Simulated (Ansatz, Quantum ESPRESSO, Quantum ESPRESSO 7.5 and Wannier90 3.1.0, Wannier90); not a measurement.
# straight W chain, spacing 2.09 Å: Wannier functions and conductance

Wanted: localised orbitals and the quantum conductance of this wire: straight W chain, spacing 2.09 Å.

Program: Quantum ESPRESSO 7.5 and Wannier90 3.1.0. Level of theory: plane-wave DFT, PBE, GBRV ultrasoft pseudopotentials (cross-check by Ansatz 0.2.0 with PAW datasets). Results are calculated unless marked as measured.

Most raw output is cut from this account.

**1. Set-up**

The cell holds 1 atom: 1 W. Cell: a = 8.000 Å, b = 8.000 Å, c = 2.093 Å, α = 90.0°, β = 90.0°, γ = 90.0°. Vacuum lies along a and b. The structure's axis is c.

Structure file:

```cif
data_structure
_symmetry_space_group_name_H-M 'P 1'
_symmetry_Int_Tables_number 1
_cell_length_a 8.0000
_cell_length_b 8.0000
_cell_length_c 2.0925
_cell_angle_alpha 90.000
_cell_angle_beta 90.000
_cell_angle_gamma 90.000
_cell_volume 133.92
loop_
_atom_site_label
_atom_site_type_symbol
_atom_site_fract_x
_atom_site_fract_y
_atom_site_fract_z
_atom_site_occupancy
W1 W 0.00000 0.00000 0.00000 1
```

**2. SCF with pw.x**

Input file scf.in:

```
&control
  prefix = 'scf'
  outdir = './out'
  pseudo_dir = './pseudo'
  calculation = 'scf'
  tprnfor = .true.
/
&system
  ibrav = 0
  nat = 1
  ntyp = 1
  ecutwfc = 34
  ecutrho = 170
  occupations = 'smearing'
  smearing = 'mv'
  degauss = 0.005
/
&electrons
  conv_thr = 1e-07
  mixing_beta = 0.4
  electron_maxstep = 120
  mixing_mode = 'local-TF'
/
ATOMIC_SPECIES
  W   183.8400  w_pbe_v1.2.uspp.F.UPF
CELL_PARAMETERS angstrom
  8.00000000000000 0.00000000000000 0.00000000000000
  0.00000000000000 8.00000000000000 0.00000000000000
  0.00000000000000 0.00000000000000 2.09250000000000
ATOMIC_POSITIONS crystal
  W   0.000000000000 0.000000000000 0.000000000000
K_POINTS automatic
  1 1 36 0 0 0
```

The run is started by

```bash
$ OMP_NUM_THREADS=1 mpirun -n 4 pw.x -nk 2 -in scf.in > scf.out
```

The job ended after 11 s (4 MPI ranks of Arm Neoverse V2, shared host; peak memory 0.25 GiB; 43 s of CPU time).

Numbers from this step:

| Property | Result |
| --- | --- |
| free energy | -2158.7263 eV |
| Fermi energy | -1.289 eV |

The program's own clock; routines nest. Time by routine:

```
  routine  wall time (s)  calls
    PWSCF          10.24      1
electrons           9.73      1
  c_bands           4.33     25
  cegterg           3.95    250
     fftw           3.41  14984
    h_psi           3.39    683
 vloc_psi           3.09    683
 sum_band           2.37     25
  mix_rho           1.47     25
     newd           1.33     25
     ffts           0.74   2443
 init_run           0.31      1
 v_of_rho           0.26     25
   calbec           0.21    973
```

The run needed 24 iterations to bring the estimated error under 1e-07 Ry.

**3. Full uniform mesh without symmetry**

Wannier90 needs the states on a whole uniform mesh, listed point by point, without symmetry.

Input file nscf.in:

```
&control
  prefix = 'nscf'
  outdir = './out'
  pseudo_dir = './pseudo'
  calculation = 'nscf'
/
&system
  ibrav = 0
  nat = 1
  ntyp = 1
  ecutwfc = 34
  ecutrho = 170
  occupations = 'smearing'
  smearing = 'mv'
  degauss = 0.005
  nosym = .true.
  noinv = .true.
  nbnd = 36
/
&electrons
  conv_thr = 1e-08
  mixing_beta = 0.4
  electron_maxstep = 120
  mixing_mode = 'local-TF'
  diago_full_acc = .true.
/
ATOMIC_SPECIES
  W   183.8400  w_pbe_v1.2.uspp.F.UPF
CELL_PARAMETERS angstrom
  8.00000000000000 0.00000000000000 0.00000000000000
  0.00000000000000 8.00000000000000 0.00000000000000
  0.00000000000000 0.00000000000000 2.09250000000000
ATOMIC_POSITIONS crystal
  W   0.000000000000 0.000000000000 0.000000000000
K_POINTS crystal
18
  0.0000000000 0.0000000000 0.0000000000 0.0555555556
  0.0000000000 0.0000000000 0.0555555556 0.0555555556
  0.0000000000 0.0000000000 0.1111111111 0.0555555556
  0.0000000000 0.0000000000 0.1666666667 0.0555555556
  0.0000000000 0.0000000000 0.2222222222 0.0555555556
  0.0000000000 0.0000000000 0.2777777778 0.0555555556
  0.0000000000 0.0000000000 0.3333333333 0.0555555556
  0.0000000000 0.0000000000 0.3888888889 0.0555555556
  0.0000000000 0.0000000000 0.4444444444 0.0555555556
  0.0000000000 0.0000000000 0.5000000000 0.0555555556
  0.0000000000 0.0000000000 0.5555555556 0.0555555556
  0.0000000000 0.0000000000 0.6111111111 0.0555555556
  0.0000000000 0.0000000000 0.6666666667 0.0555555556
  0.0000000000 0.0000000000 0.7222222222 0.0555555556
  0.0000000000 0.0000000000 0.7777777778 0.0555555556
  0.0000000000 0.0000000000 0.8333333333 0.0555555556
  0.0000000000 0.0000000000 0.8888888889 0.0555555556
  0.0000000000 0.0000000000 0.9444444444 0.0555555556
```

The run is started by

```bash
$ cp -r out/scf.save out/nscf.save
$ cp out/scf.xml out/nscf.xml
$ OMP_NUM_THREADS=1 mpirun -n 4 pw.x -nk 1 -in nscf.in > nscf.out
```

Wall time 7.3 s (4 MPI ranks); peak memory 0.2 GiB; 29 s of CPU time.

This step gave:

```
Fermi energy : -1.414 eV
```

The program's own clock; routines nest. Time by routine:

```
     routine  wall time (s)  calls
       PWSCF           6.71      1
   electrons           6.44      1
     c_bands           6.44      1
     cegterg           6.18     38
       h_psi           3.76    633
    vloc_psi           3.49    633
        fftw            3.2  25344
     cdiaghg            0.8    595
h_psi:calbec           0.13    633
      calbec           0.13    633
    init_run           0.12      1
       s_psi           0.12    633
  add_vuspsi           0.12    633
      hinit0           0.05      1
```

**4. Neighbour list from wannier90 -pp, with dis_win_max − E_F = 9.0**

A first try, with customary settings: the .win file sets projections and windows, and states in the frozen window are kept exactly.

Input file wan_try.win:

```
num_wann = 9
num_bands = 36
num_iter = 200
num_print_cycles = 20
conv_tol = 1e-8
conv_window = 5
guiding_centres = true
dis_num_iter = 1500
dis_conv_tol = 1e-8
dis_win_min = -12.2889
dis_win_max = 7.7111
dis_froz_max = 0.2111
search_shells = 120
fermi_energy = -1.2889

transport = true
transport_mode = bulk
one_dim_axis = z
dist_cutoff = 18.73
dist_cutoff_mode = one_dim
tran_win_min = -4.0
tran_win_max = 2.0
tran_energy_step = 0.02

bands_plot = true
bands_num_points = 96
begin kpoint_path
G 0.0 0.0 0.0 Z 0.0 0.0 0.5
end kpoint_path

begin projections
W:s;p;d
end projections

begin unit_cell_cart
ang
  8.0000000000 0.0000000000 0.0000000000
  0.0000000000 8.0000000000 0.0000000000
  0.0000000000 0.0000000000 2.0925000000
end unit_cell_cart

begin atoms_frac
  W  0.0000000000 0.0000000000 0.0000000000
end atoms_frac

mp_grid = 1 1 18
begin kpoints
  0.0 0.0 0.0000000000
  0.0 0.0 0.0555555556
  0.0 0.0 0.1111111111
  0.0 0.0 0.1666666667
  0.0 0.0 0.2222222222
  0.0 0.0 0.2777777778
  0.0 0.0 0.3333333333
  0.0 0.0 0.3888888889
  0.0 0.0 0.4444444444
  0.0 0.0 0.5000000000
  0.0 0.0 0.5555555556
  0.0 0.0 0.6111111111
  0.0 0.0 0.6666666667
  0.0 0.0 0.7222222222
  0.0 0.0 0.7777777778
  0.0 0.0 0.8333333333
  0.0 0.0 0.8888888889
  0.0 0.0 0.9444444444
end kpoints
```

The run is started by

```bash
$ OMP_NUM_THREADS=1 wannier90.x -pp wan_try > wan_try.pp.log
```

Run time: 0.48 s. Hardware: 1 MPI rank; peak memory 0.08 GiB.

**5. Overlaps and projections**

The same post-processing, on the changed run.

Input file wan_try.p2w.in:

```
&inputpp
  prefix = 'nscf'
  outdir = './out'
  seedname = 'wan_try'
  write_mmn = .true.
  write_amn = .true.
  write_unk = .false.
/
```

The run is started by

```bash
$ OMP_NUM_THREADS=1 mpirun -n 4 pw2wannier90.x -in wan_try.p2w.in > wan_try.p2w.out
```

Run time: 3 s. Hardware: 4 MPI ranks; peak memory 0.19 GiB; 12 s of CPU time.

**6. Localisation, bands and conductance, with dis_win_max − E_F = 9.0**

wan_try.win is that of step 4.

The run is started by

```bash
$ OMP_NUM_THREADS=1 wannier90.x wan_try > wan_try.run.log
```

It took 0.56 s on 1 MPI rank; peak memory 0.08 GiB.

The program refused the input before any cycle.

The fault put into the input: an outer window with fewer states than Wannier functions at some k (dis_win_max − E_F = 9.0).

The outer window must hold at least num_wann states at every k: widen it, with enough bands computed to fill it.

**7. Neighbour list from wannier90 -pp**

The cure tried: a wider outer window, at both ends where needed.

The .win file sets projections and windows: states in the frozen window are kept exactly, the outer window gives room to disentangle.

wan.win, as its differences from the input of step 6:

```diff
@@ -10,3 +10,3 @@
 dis_win_min = -12.2889
-dis_win_max = 7.7111
+dis_win_max = 18.7111
 dis_froz_max = 0.2111
```

The run is started by

```bash
$ OMP_NUM_THREADS=1 wannier90.x -pp wan > wan.pp.log
```

It took 0.48 s on 1 MPI rank; peak memory 0.08 GiB.

**8. Overlaps and projections**

pw2wannier90.x computes the overlaps between neighbouring k-points and the projections.

wan.p2w.in, as its differences from the input of step 5:

```diff
@@ -3,3 +3,3 @@
   outdir = './out'
-  seedname = 'wan_try'
+  seedname = 'wan'
   write_mmn = .true.
```

The run is started by

```bash
$ OMP_NUM_THREADS=1 mpirun -n 4 pw2wannier90.x -in wan.p2w.in > wan.p2w.out
```

Wall time 3 s (4 MPI ranks); peak memory 0.19 GiB.

**9. Wannier functions and transport**

After disentangling and localising, transport_mode = bulk builds principal layers from hoppings within dist_cutoff and counts open channels.

wan.win is that of step 7.

The run is started by

```bash
$ OMP_NUM_THREADS=1 wannier90.x wan > wan.run.log
```

It took 19 s on 1 MPI rank; peak memory 0.08 GiB.

Numbers from this step:

```
lead channels at the Fermi level, one spin                                        : 6.000
total spread                                                                      : 13.60 Å²
gauge-invariant spread                                                            : 11.10 Å²
largest misfit to plane-wave levels between mesh points, inside the frozen window : 0.02235 eV
```

Per spin. Table of quantum conductance of the perfect wire, open channels by energy, zero at the Fermi level:

energy (eV), quantum conductance of the perfect wire, open channels and a bar from the least value:
```
  -4.0000       3.00 
  -3.7600       3.00 
  -3.5000       3.00 
  -3.2600       3.00 
  -3.0000       3.00 
  -2.7600       4.00 ##########
  -2.5000       4.00 ##########
  -2.2600       4.00 ##########
  -2.0000       4.00 ##########
  -1.7600       4.00 ##########
  -1.5000       4.00 ##########
  -1.2600       4.00 ##########
  -1.0200       6.00 ##############################
  -0.7600       6.00 ##############################
  -0.5000       6.00 ##############################
  -0.2600       6.00 ##############################
   0.0000       6.00 ##############################
   0.2400       6.00 ##############################
   0.5000       6.00 ##############################
   0.7400       6.00 ##############################
   1.0000       6.00 ##############################
   1.2400       6.00 ##############################
   1.5000       6.00 ##############################
   1.7400       6.00 ##############################
   2.0000       6.00 ##############################
```

Wannier functions:

```
no.      x (Å)     y (Å)      z (Å)  spread (Å²)
  1   0.003343   -0.2348      1.046          1.9
  2    0.01723    -2.582     -4.185        2.057
  3     -1.013   0.03031   -3.00e-5        1.514
  4    0.03032     1.284   -2.03e-4        1.674
  5     0.1087   -0.4156   0.001454        1.366
  6  -0.001408  -1.56e-4    5.00e-6        1.125
  7    1.31e-4   0.06071  -0.001407        1.148
  8     0.9976   0.03618    2.00e-6         1.51
  9    -0.1395  -0.08019    1.04e-4        1.305
```

Electronic bands along the path, in eV, zero at the Fermi level; # counts the bands kept:

```
  point     #1     #2     #3     #4    #5    #6     #7
      Γ  -5.60  -2.87  -1.17  -1.16  2.20  2.45   7.58
halfway  -0.89  -0.88  -0.88   0.32  0.33  2.80   6.50
      Z  -4.54  -4.54   2.45   2.46  3.43  7.56  10.68
```

Bands and channels are those of the Wannier model: bands that were not projected, and all outside the frozen window, are missing or only approximate.

Disentanglement stopped at its cap on iterations, so these spreads are not final.

At least 1 of the functions sits far from every atom, off the bonds: the outer window has let in states of the vacuum, so the basis is not the atomic one that was projected.

**10. Neighbour list from wannier90 -pp, with dis_num_iter = 10**

A sensitivity test on the input.

wan_w.win, as its differences from the input of step 9:

```diff
@@ -7,3 +7,3 @@
 guiding_centres = true
-dis_num_iter = 1500
+dis_num_iter = 10
 dis_conv_tol = 1e-8
```

The run is started by

```bash
$ OMP_NUM_THREADS=1 wannier90.x -pp wan_w > wan_w.pp.log
```

Run time: 0.48 s. Hardware: 1 MPI rank; peak memory 0.09 GiB.

**11. Overlaps and projections**

Input file wan_w.p2w.in:

```
&inputpp
  prefix = 'nscf'
  outdir = './out'
  seedname = 'wan_w'
  write_mmn = .true.
  write_amn = .true.
  write_unk = .false.
/
```

The run is started by

```bash
$ OMP_NUM_THREADS=1 mpirun -n 4 pw2wannier90.x -in wan_w.p2w.in > wan_w.p2w.out
```

Run time: 3 s. Hardware: 4 MPI ranks; peak memory 0.19 GiB; 12 s of CPU time.

**12. Wannier functions and transport, with dis_num_iter = 10**

How much does a setting matter? One run is repeated with a change.

wan_w.win, as its differences from the input of step 9:

```diff
@@ -7,3 +7,3 @@
 guiding_centres = true
-dis_num_iter = 1500
+dis_num_iter = 10
 dis_conv_tol = 1e-8
```

The run is started by

```bash
$ OMP_NUM_THREADS=1 wannier90.x wan_w > wan_w.run.log
```

Wall time 13 s (1 MPI rank); peak memory 0.09 GiB.

The changed values were drawn from a wide range, not chosen for quality; the comparison shows what they did here together.

The total spread is 16.7 against 13.6 Å². Between −2 and 1.5 eV the channel count differs from the first run's at 0 % of the energies, and at the Fermi level it is 6 against 6.

**13. The same in Ansatz**

As a check, the same structure is run in Ansatz.

Level of this step: plane-wave DFT, PBE, Ansatz PAW (Ansatz 0.2.0).

System of this step: straight W chain, spacing 2.09 Å, 3 periods. The cell holds 3 atoms: 3 W. Its edges and angles: a = 8.000 Å, b = 8.000 Å, c = 6.278 Å, α = 90.0°, β = 90.0°, γ = 90.0°. Vacuum lies along a and b. The structure's axis is c.

Input file input.yaml:

```yaml
crystal:
  lattice:
    - [8.0, 0.0, 0.0]
    - [0.0, 8.0, 0.0]
    - [0.0, 0.0, 6.2775]
  atoms:
    - { symbol: W, position: [0.0, 0.0, 0.0] }
    - { symbol: W, position: [0.0, 0.0, 0.3333333333] }
    - { symbol: W, position: [0.0, 0.0, 0.6666666667] }
kpoints:
  mp_grid: { grid: [1, 1, 12] }
hamiltonian:
  xc: pbe
scf:
  occupations: { method: fermi_dirac, width: 0.05 }
  convergence: { dr2_threshold: 1.0e-08 }
output:
  transmission:
    leads: [[0, 0]]
    e_range: [-4.0, 2.0]
    de: 0.05
    kmesh: [1, 1]
    reduced_basis: true
```

The run is started by

```bash
$ ansatz run input.yaml --threads 4 --pin off --max-ram 12288MiB --backend cpu --events-out ev --progress --plain --runs-dir out
```

Wall time 24 s (4 threads); peak memory 0.63 GiB.

Read from the output:

| Item | Value |
| --- | --- |
| free energy | -31135.7029 eV |
| energy at zero smearing | -31135.6818 eV |
| smearing term TS | 0.04207 eV |
| Fermi energy | -1.340 eV |
| symmetry operations | 48 |
| lead channels at the Fermi level, one spin | 6 |

Per spin. Table of open channels by energy, zero at the Fermi level:

```
energy (eV)  open channels
     -4.000              3
     -3.800              3
     -3.600              3
     -3.400              3
     -3.200              3
     -3.000              3
     -2.800              4
     -2.600              4
     -2.400              4
     -2.200              4
     -2.000              4
     -1.800              4
     -1.600              4
     -1.400              4
     -1.200              4
     -1.000              6
     -0.800              6
     -0.600              6
     -0.400              6
     -0.200              6
      0.000              6
      0.200              6
      0.400              6
      0.600              6
      0.800              6
      1.000              6
      1.200              6
      1.400              6
      1.600              6
      1.800              6
      2.000              4
```

**14. The arithmetic**

6 channels × 77.48 µS = 465 µS, a two-terminal resistance of 12.906/6 = 2.15 kΩ whatever the wire's length, as long as nothing scatters.

**15. Outcome**

- open channels at the Fermi level, per spin: 6
- total spread: 13.6 Å²
- gauge-invariant spread: 11.1 Å²
- largest band misfit in the frozen window: 0.0224 eV
- channels at the Fermi level by Ansatz: 6

In words: The wire offers 6 channels per spin at the Fermi level. Between -4 and 1.5 eV the channel count from Wannier functions equals that from Ansatz's layer matching at 98 % of the energies; outside the frozen window the Wannier bands are not held to the plane-wave ones. Each plane-wave level in the frozen window has a Wannier level within 0.03 eV; this test doesn't see extra bands that a model may add. Disentanglement stopped at its cap on iterations, so the spreads are not final; the frozen states are kept all the same. At least one function lies in the vacuum, so the spreads don't describe atomic orbitals, though the frozen bands are still reproduced. The wire is perfect, so the conductance only counts bands: each channel, with its partner of the other spin, carries G₀ = 2e²/h. It was run without spin polarisation, which was not tested. Spin-orbit coupling is left out; depending on the atoms that carry the levels of interest, it can split and shift them by tenths of an eV to an eV or more.

[Logs are printed without paths, hosts, clocks, repeated set-up lines and the standing remarks that a program may print on its own settings, such as how far it seeks lower states.]

[Hosts, paths, dates, database ids (printed as entryN), source tags and the programs' standing remarks are cut or masked in the printed files.]

[Maps of the electrostatic potential energy from Ansatz leave out the sawtooth potential of an applied field or a dipole correction, so their vacuum need not be flat; planar profiles and work functions include it.]
